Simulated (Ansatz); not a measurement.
# K on Mo(100): change of the work function, part 2 of 2

How does K on the hollow site change the work function of Mo(100) as the layer fills?

Ansatz 0.2.0; plane-wave DFT, PBE, Ansatz PAW.

So far, work function, upper face (eV): step 2 (the clean slab) 3.83; step 3 (37 atoms, coverage 0.111 ML, cell 3x3) 2.68.

## 4. The covered slab, k-mesh 6×6×1, coverage 0.25 ML (continued)

Valence density in the ca plane at fractional y = 0.250, with atoms of Mo and K within 0.2 Å of it. It is the smooth field of the valence electrons, not physical close to the nuclei.

Ten steps, logarithmic in the rise over the least value, from '0' (0.0 e/Å³) to '9' (6.5 e/Å³), each cell a mean:
```
00122333333333333332211000000000000000000000
00134654333345554332211000000000000000000000
01257987433358986432110000000000000000000000
01369998533379998432110000000000000000000000
01369998533369998432110000000000000000000000
01257887433358886432110000000000000000000000
00134554333345554332211000000000000000000000
00122333333333333332211000000000000000000000
00122333333333333332211101100000000000000000
00123444333334444332211123321000000000000000
01246776433346775432211246653100000000000000
01268998533368998432111468885200000000000000
01369998533369998532111478986300000000000000
01258998533368998432111468875200000000000000
00246775433346775432211246653100000000000000
00123444333333444332211123321000000000000000
00122333333333333332211101100000000000000000
```
Columns run along c (16.0 Å, from fractional 0.27 to 0.90 of the cell), rows up along a (6.3 Å). Atoms in or near the plane, at fractional coordinates: Mo at (0.35, 0.25), Mo at (0.48, 0.25), Mo at (0.35, 0.75), Mo at (0.48, 0.75), K at (0.64, 0.25).

The relaxation took 7 steps and lowered the energy by 0.031 eV; the largest force on the free atoms ends at 0.0037 eV/Å.

By hand: a sheet of dipoles makes a step −p/(ε₀A) in the electron's potential. With e/ε₀ = 180.95 V·Å, p = 0.4581 e·Å and A = 39.69 Å², that is −180.95 × (0.4581) / 39.69 = -2.088 eV, and the two vacuum levels of the run differ by -2.088 eV.

The covered face has 1.78 eV, -2.05 eV against the clean one; the bare back face has moved by +0.01 eV, a measure of how thin the slab is.

## 5. Adsorbate added, k-mesh 6×6×1, coverage 0.5 ML

System of this step: KMo8 (K/Mo(100)). The cell holds 18 atoms: 16 Mo and 2 K. Its edges and angles: a = 6.300 Å, b = 6.300 Å, c = 25.525 Å, α = 90.0°, β = 90.0°, γ = 90.0°. Vacuum lies along c.

input.yaml reads:

```yaml
crystal:
  lattice:
    - [6.3, 0.0, 0.0]
    - [0.0, 6.3, 0.0]
    - [0.0, 0.0, 25.5245523269]
  atoms:
    - { symbol: Mo, position: [0.25, 0.25, 0.3526016788] }
    - { symbol: Mo, position: [0.0, 0.0, 0.4143069725] }
    - { symbol: Mo, position: [0.25, 0.25, 0.4786360865] }
    - { symbol: Mo, position: [0.0, 0.0, 0.5327747222] }
    - { symbol: Mo, position: [0.25, 0.75, 0.3526016788] }
    - { symbol: Mo, position: [0.0, 0.5, 0.4143069725] }
    - { symbol: Mo, position: [0.25, 0.75, 0.4786360865] }
    - { symbol: Mo, position: [0.0, 0.5, 0.5327747222] }
    - { symbol: Mo, position: [0.75, 0.25, 0.3526016788] }
    - { symbol: Mo, position: [0.5, 0.0, 0.4143069725] }
    - { symbol: Mo, position: [0.75, 0.25, 0.4786360865] }
    - { symbol: Mo, position: [0.5, 0.0, 0.5327747222] }
    - { symbol: Mo, position: [0.75, 0.75, 0.3526016788] }
    - { symbol: Mo, position: [0.5, 0.5, 0.4143069725] }
    - { symbol: Mo, position: [0.75, 0.75, 0.4786360865] }
    - { symbol: Mo, position: [0.5, 0.5, 0.5327747222] }
    - { symbol: K, position: [0.25, 0.25, 0.6473983212] }
    - { symbol: K, position: [0.75, 0.75, 0.6473983212] }
kpoints:
  mp_grid: { grid: [6, 6, 1] }
hamiltonian:
  xc: pbe
scf:
  occupations: { method: fermi_dirac, width: 0.1 }
  convergence: { dr2_threshold: 1.0e-08 }
efield:
  axis: 3
  dipole_correction: true
  ramp_position: 0.97
  ramp_width: 0.06
relax:
  f_tol: 0.02
  max_steps: 60
  constraints: [{ sites: [0, 1, 4, 5, 8, 9, 12, 13] }]
output:
  dos: { projected: true, e_range: [-8, 4] }
  write_potential: true
  write_density: true
  volumetric_format: npy
  elf: true
```

Started as:

```bash
$ ansatz run input.yaml --threads 4 --pin off --max-ram 16384MiB --backend cpu --events-out ev --progress --plain --runs-dir out
```

Run time: 2.4 min. Hardware: 4 threads of Arm Neoverse V1, shared host; peak memory 3.6 GiB; 9.6 min of CPU time.

The steps of the relaxation:

| step | energy less that of the first step (eV) | largest force component (eV/Å) |
| --- | --- | --- |
| 1 | 0.0000 | 0.1226 |
| 2 | -0.0007 | 0.0990 |
| 3 | -0.0016 | 0.0123 |

Forces are held to the 16 operations that the program found; a distortion that breaks them can't arise in this run.

Final coordinates:

```xyz
18
Lattice="6.3000 0.0000 0.0000 0.0000 6.3000 0.0000 0.0000 0.0000 25.5246" Properties=species:S:1:pos:R:3
Mo    1.5750    1.5750    9.0000
Mo    0.0000    0.0000   10.5750
Mo    1.5750    1.5750   12.2174
Mo    0.0000    0.0000   13.6010
Mo    1.5750    4.7250    9.0000
Mo    0.0000    3.1500   10.5750
Mo    1.5750    4.7250   12.2088
Mo    0.0000    3.1500   13.6010
Mo    4.7250    1.5750    9.0000
Mo    3.1500    0.0000   10.5750
Mo    4.7250    1.5750   12.2088
Mo    3.1500    0.0000   13.6010
Mo    4.7250    4.7250    9.0000
Mo    3.1500    3.1500   10.5750
Mo    4.7250    4.7250   12.2174
Mo    3.1500    3.1500   13.6010
K     1.5750    1.5750   16.5151
K     4.7250    4.7250   16.5151
```

The relaxation took 3 steps and lowered the energy by 0.0016 eV; the largest force on the free atoms ends at 0.012 eV/Å.

The covered face has 1.99 eV, -1.84 eV against the clean one; the bare back face has moved by +0.01 eV, a measure of how thin the slab is.

## 6. Work function against coverage

This step: plane-wave DFT, PBE, Ansatz PAW; work function against coverage (Ansatz 0.2.0).

The runs are now put side by side.

This step gave:

| Quantity | Value |
| --- | --- |
| work function of the clean face | 3.830 eV |
| largest change of the work function | -2.048 eV |

Table of work function of the covered face by coverage:

| coverage (adsorbates/nm²) | work function of the covered face (eV) |
| --- | --- |
| 0.00 | 3.83 |
| 1.12 | 2.68 |
| 2.52 | 1.78 |
| 5.04 | 1.99 |

The dipole per adsorbate comes from the change of the cell's dipole. Coverage, by row:

| coverage (1/nm²) | coverage (ML) | work function (eV) | change (eV) | dipole per adsorbate, positive end outwards (debye) | mean height of the added atoms over the highest substrate atom (Å) |
| --- | --- | --- | --- | --- | --- |
| 1.12 | 0.1111 | 2.685 | -1.145 | 2.758 | 2.698 |
| 2.52 | 0.25 | 1.782 | -2.049 | 2.168 | 2.802 |
| 5.039 | 0.5 | 1.993 | -1.838 | 0.972 | 2.914 |

## 7. Summary of results

| Item | Value |
| --- | --- |
| work function of the clean face | 3.83 eV |
| work function at 0.11 ML | 2.68 eV |
| work function at 0.25 ML | 1.78 eV |
| work function at 0.5 ML | 1.99 eV |
| dipole per adsorbate at 0.11 ML, positive end outwards | 2.76 D |

What this shows: K lowers the work function of Mo(100) at the lowest coverage, by 1.15 eV: the adsorbate layer has its positive end outwards. The dipole per adsorbate falls from 2.76 to 0.97 D as the layer fills. Neighbouring dipoles depolarise each other, and heights and bonding change with coverage too. The work function passes a minimum near 0.25 ML among the coverages run and rises again. The slab has 4 layers, at the tabulated experimental lattice constant, one starting site was run, and quantum-size effects of a slab this thin can reach one or two tenths of an eV.

[Long decimals in the printed logs are rounded to 6 places.]

[Logs are printed without paths, hosts, clocks, repeated set-up lines and the standing remarks that a program may print on its own settings, such as how far it seeks lower states.]

[Hosts, paths, dates, database ids (printed as entryN), source tags and the programs' standing remarks are cut or masked in the printed files.]

[Maps of the electrostatic potential energy from Ansatz leave out the sawtooth potential of an applied field or a dipole correction, so their vacuum need not be flat; planar profiles and work functions include it.]
